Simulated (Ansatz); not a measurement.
# NbInSe3 (model cell, started as cubic perovskite with Nb in the octahedra): a soft mode frozen in, part 3 of 3

Which phase does NbInSe3 (model cell, started as cubic perovskite with Nb in the octahedra) fall into along its unstable mode, and how much energy does it gain?

Ansatz 0.2.0; DFT PBE, scalar-relativistic, plane waves, PAW; PAW set soft_1.

So far. Step 5 (Energy along the mode, all amplitudes (two of the runs …): The lowest of the steps tried is the last one, at 0.6 Å, 47.7 meV/atom below the parent; the bottom of the well need not coincide with a step. Step 7 (The new phase in its own primitive cell): The largest force component left is 0.55 meV/Å and the pressure is -0.004 GPa, within the tolerances set. The cell now holds 24.84 Å³/atom. The relaxed cell has a = 6.907, c = 5.206 Å (conventional setting).

The structure was built from a prototype and need not be the compound's stable phase.

**8. Modes of the new phase, k-mesh 6×6×8**

A relaxed structure may still be a saddle point, so its zone-centre modes are computed. No field response is asked, since the mesh shows no gap.

input.yaml reads:

```yaml
crystal:
  lattice:
    - [6.906853684, 0.0, 0.0]
    - [0.0, 6.906853684, 0.0]
    - [0.0, 0.0, 5.2060066362]
  atoms:
    - { symbol: In, position: [0.5, 0.0, 0.0] }
    - { symbol: In, position: [0.0, 0.5, 0.0] }
    - { symbol: Nb, position: [0.0, 0.0, 0.5] }
    - { symbol: Nb, position: [0.5, 0.5, 0.5] }
    - { symbol: Se, position: [0.6681600065, 0.1681600065, 0.5] }
    - { symbol: Se, position: [0.3318399935, 0.8318399935, 0.5] }
    - { symbol: Se, position: [0.8318399935, 0.6681600065, 0.5] }
    - { symbol: Se, position: [0.1681600065, 0.3318399935, 0.5] }
    - { symbol: Se, position: [0.0, 0.0, 0.0] }
    - { symbol: Se, position: [0.5, 0.5, 0.0] }
kpoints:
  mp_grid: { grid: [6, 6, 8] }
hamiltonian:
  xc: pbe
  pseudopotentials: { kind: paw, azcp: { folder: soft_1 } }
scf:
  occupations: { method: methfessel_paxton, width: 0.2 }
output:
  eigenvalues: true
phonons:
  method: dfpt
```

Command:

```sh
> ansatz run input.yaml --threads 4 --pin off --max-ram 16384MiB --backend cpu --events-out ev --progress --plain --runs-dir out
```

Numbers of over 12 decimals in the logs are rounded to 6 here.

Log:

```text
zone centre: on kpoints.mp_grid the ground state, and the responses unless they are solved on pairs of k-points, stand on 100 of the mesh's 288 k-points, reduced under 2 symmetry operations, with k and −k counted as one. Each operation leaves every solved displacement unchanged or reverses it
Engine: ansatz 0.2.0, aarch64-unknown-linux-gnu
Pseudopotentials: kind: paw
Pseudopotential: In, paw, valence charge 13, recommended cutoff 420 eV (normal), soft_1/In.paw.azcp
Pseudopotential: Nb, paw, valence charge 13, recommended cutoff 420 eV (normal), soft_1/Nb.paw.azcp
Pseudopotential: Se, paw, valence charge 16, recommended cutoff 420 eV (normal), soft_1/Se.paw.azcp
Functional definition: PBE
  parameter kappa = 0.804
  parameter beta = 0.066725
  exchange = pbe_x(kappa = kappa, mu = beta*pi^2/3)
  correlation = pbe_c(beta = beta)
Crystal: 10 atoms, lattice volume = 248.351 Å³
Basis set: ecut = 420 eV, 4917 PW (Γ), exchange–correlation on 96×96×72 points (8 copies of the dense FFT grid, shifted against one another)
Bands: 89, of which v1, the nominal top of the filled ones, is band 74 counted from 1 (73 counted from 0)
Symmetry: 16 space group operations
k-points: 100 of 288 (irreducible under 2 space group operations, time reversal used)
Non-local potential: In, projectors of the file, l = 0: 2, l = 1: 2, l = 2: 2, l = 3: 1
Non-local potential: Nb, projectors of the file, l = 0: 3, l = 1: 2, l = 2: 2, l = 3: 1
Non-local potential: Se, projectors of the file, l = 0: 2, l = 1: 2, l = 2: 3, l = 3: 1
PAW form: soft (Blöchl's): semilocal exchange-correlation on the pseudo side does not see the compensation charge
PAW one-centre angular grid: In, 590 points (default); XC on 64 Gauss nodes
PAW one-centre angular grid: Nb, 590 points (default); XC on 64 Gauss nodes
PAW one-centre angular grid: Se, 590 points (default); XC on 64 Gauss nodes
Initial density: superposition of atomic densities (chi_scale 0.1, normalization cell, long waves kept (reshape's long-wave potential 0.00 eV rms))
Initial wavefunctions: pseudopotential atomic-orbital guess
Functional: x = pbe(κ = 0.804, μ = 0.219515), c = pbe(β = 0.066725)
SCF iter   1: F=—  HF=-53120.646515 eV  |F-HF|=—  |Δ(HF+E_count)|=         —  Δρ=3.55e-2  dr2=3.03e0  ethr=3.10e-3  ⟨swp⟩=6.1  Hψ=30564  notcnv=0
preconditioner: auto → Kerker (q_TF=auto, 2.503 Å⁻¹)  [metal: Δε(μ)=0.005 eV  Ē_g=10.577 eV  σ=0.200 eV  W_gap=0.02  n_scr=64 (ndim 8)  ℏωp=20.0 eV  f_vac=0.003  D(μ)=4.84/eV (n_scr^D=30)]
SCF iter   2: F=—  HF=-53119.920273 eV  |F-HF|=—  |Δ(HF+E_count)|=   7.26e-1  S|Δr|=    0.00e0  Δρ=2.04e-2  dr2=9.35e-1  ethr=2.05e-3  ⟨swp⟩=2.0  Hψ=11071  notcnv=0  defer=595
SCF iter   3: F=—  HF=-53119.608322 eV  |F-HF|=—  |Δ(HF+E_count)|=   3.12e-1  S|Δr|=    0.00e0  Δρ=4.08e-3  dr2=4.72e-2  ethr=6.32e-4  ⟨swp⟩=2.0  Hψ=12807  notcnv=0  defer=595
SCF iter   4: F=—  HF=-53119.602876 eV  |F-HF|=—  |Δ(HF+E_count)|=   5.45e-3  S|Δr|=    0.00e0  Δρ=1.80e-3  dr2=1.34e-2  ethr=3.19e-5  ⟨swp⟩=2.0  Hψ=15516  notcnv=0  defer=595
SCF iter   5: F=—  HF=-53119.602978 eV  |F-HF|=—  |Δ(HF+E_count)|=   1.02e-4  S|Δr|=    0.00e0  Δρ=7.35e-4  dr2=2.09e-3  ethr=9.06e-6  ⟨swp⟩=2.2  Hψ=14543  notcnv=0  defer=595
SCF iter   6: F=—  HF=-53119.603580 eV  |F-HF|=—  |Δ(HF+E_count)|=   6.02e-4  S|Δr|=    0.00e0  Δρ=2.83e-4  dr2=3.98e-4  ethr=1.41e-6  ⟨swp⟩=2.2  Hψ=11469  notcnv=0  defer=595
SCF iter   7: F=—  HF=-53119.603800 eV  |F-HF|=—  |Δ(HF+E_count)|=   2.20e-4  S|Δr|=    0.00e0  Δρ=7.32e-5  dr2=2.46e-5  ethr=2.69e-7  ⟨swp⟩=2.0  Hψ=12091  notcnv=0  defer=595
SCF iter   8: F=—  HF=-53119.603804 eV  |F-HF|=—  |Δ(HF+E_count)|=   4.11e-6  S|Δr|=    0.00e0  Δρ=2.29e-5  dr2=2.88e-6  ethr=1.66e-8  ⟨swp⟩=2.0  Hψ=15524  notcnv=0  defer=595
SCF iter   9: F=—  HF=-53119.603957 eV  |F-HF|=—  |Δ(HF+E_count)|=   1.53e-4  S|Δr|=    0.00e0  Δρ=1.05e-5  dr2=5.50e-7  ethr=1.94e-9  ⟨swp⟩=2.0  Hψ=16115  notcnv=0  defer=595
SCF iter  10: F=—  HF=-53119.603957 eV  |F-HF|=—  |Δ(HF+E_count)|=   1.43e-7  S|Δr|=    0.00e0  Δρ=6.16e-6  dr2=2.51e-7  ethr=3.72e-10  ⟨swp⟩=2.0  Hψ=15510  notcnv=0  defer=595
SCF iter  11: F=—  HF=-53119.603957 eV  |F-HF|=—  |Δ(HF+E_count)|=   3.14e-9  S|Δr|=    0.00e0  Δρ=1.93e-6  dr2=3.10e-8  ethr=1.70e-10  ⟨swp⟩=2.0  Hψ=13494  notcnv=0  defer=595
SCF iter  12: F=—  HF=-53119.603957 eV  |F-HF|=—  |Δ(HF+E_count)|=   5.91e-9  S|Δr|=    0.00e0  Δρ=9.34e-7  dr2=4.26e-9  ethr=2.09e-11  ⟨swp⟩=2.0  Hψ=15514  notcnv=0  defer=595
SCF iter  13: F=—  HF=-53119.603957 eV  |F-HF|=—  |Δ(HF+E_count)|=  3.35e-10  S|Δr|=    0.00e0  Δρ=4.20e-7  dr2=6.28e-10  ethr=2.88e-12  ⟨swp⟩=2.0  Hψ=15510  notcnv=0  defer=595
SCF iter  14: F=—  HF=-53119.603957 eV  |F-HF|=—  |Δ(HF+E_count)|=  4.37e-11  S|Δr|=    0.00e0  Δρ=1.74e-7  dr2=6.12e-11  ethr=1.00e-12  ⟨swp⟩=2.0  Hψ=15081  notcnv=0  defer=595
SCF iter  15: F=—  HF=-53119.603957 eV  |F-HF|=—  |Δ(HF+E_count)|=  7.28e-12  S|Δr|=    0.00e0  Δρ=5.11e-8  dr2=1.05e-11  ethr=1.00e-12  ⟨swp⟩=11.4  Hψ=46478  notcnv=0
SCF iter  16: F=-53119.603957 eV  HF=-53119.603957 eV  |F-HF|=2.18e-11  |Δ(HF+E_count)|=  2.91e-11  S|Δr|=    0.00e0  Δρ=2.64e-8  dr2=1.09e-12  ethr=1.00e-12  ⟨swp⟩=5.0  Hψ=38308  notcnv=0
SCF 1 converged in 16 iterations: F = -53119.603957 eV  dr2 = 1.09e-12
[...]
DFPT response loops at Γ: preconditioner auto → Kerker (q_TF=auto, 2.503 Å⁻¹) (partly filled bands, converged f_vac=0.019); β = 1.00, the filter's whole step (`scf.mixing.beta` (0.50) is not read by the response loops under this deck's `scf.mixing.preconditioner`; to damp them name `kerker` or `kerker_dos`, under which they read `scf.mixing.beta`, and type it under 1.00, their step now; both keys bind the ground state too); Broyden in place of MSR1
```

Run time: 8 min. Hardware: 4 threads of Arm Neoverse V2, shared host; peak memory 6.2 GiB.

The run was cut off at the time limit after its SCF cycle had converged; no result of it is taken.

The program's message: “Warning:”

**9. The phases reached**

The phases reached along the modes that were followed are set side by side.

Energies are those of the first relaxation, on the mesh of the frozen mode; space group, volume and gap are those of the last relaxation. Phases, by row:

| mode frozen in | space group | energy from parent (meV/atom) | volume (Å³/atom) | gap on mesh (eV) | lowest zone-centre optical mode (cm⁻¹) | largest shift (Å) |
| --- | --- | --- | --- | --- | --- | --- |
| parent | Pm-3m | 0 | 26.59 | 0 | – | – |
| q = (-0.5, -0.5, -0.5), 139i cm⁻¹ | I4/mmm | -1.36 | 26.63 | 0 | – | 0.062 |
| q = (-0.5, -0.5, -0.5), 139i cm⁻¹ | I4/mcm | -1.42 | 26.63 | 0.152 | -55.8 | 0.056 |
| q = (-0.5, -0.5, -0.5), 139i cm⁻¹ | I4/mcm | -1.42 | 26.63 | 0.152 | -55.8 | 0.056 |
| q = (0, -0.5, -0.5), 62i cm⁻¹ | P4/mbm | -75.49 | 24.84 | 0 | – | 0.799 |

**10. Results**

| Quantity | Value |
| --- | --- |
| unstable mode of the parent | q = (0, -0.5, -0.5), 62i cm⁻¹ |
| depth at the lowest point sampled | 47.7 meV/atom |
| largest atomic shift at that point | 0.6 Å |
| space group reached (within 0.01 Å) | P4/mbm |
| energy gained over the parent (first relaxation, on the mesh of the frozen mode) | 75.5 meV/atom |
| volume per atom, phase reached | 24.8 Å³ |

**Reading.** Along this mode the structure falls into P4/mbm, 75.5 meV/atom below the parent. At the parent's cell the well is 47.73 meV/atom deep on the steps tried, with its lowest point at a shift of 0.6 Å. That is the last step tried, so the steps alone don't bracket the bottom of the well. Relaxing atoms and cell changes the gain by +27.76 meV/atom against the lowest step (energies at zero smearing). The modes of the phase reached were not computed on this path. Of the 4 patterns followed to their end from this parent, this one reaches the lowest energy. Each path keeps the symmetry of its pattern, so a lower phase may lie along a pattern not tried. With no gap, or one that is small against the smearing, the frequencies hang on the k mesh and the smearing, most of all near Kohn anomalies. The starting cell was built on a prototype and not taken from a measurement, so the phase need not exist.

[Logs are printed without paths, hosts, clocks, repeated set-up lines and the standing remarks that a program may print on its own settings, such as how far it seeks lower states.]

[Hosts, paths, dates, database ids (printed as entryN), source tags and the programs' standing remarks are cut or masked in the printed files.]
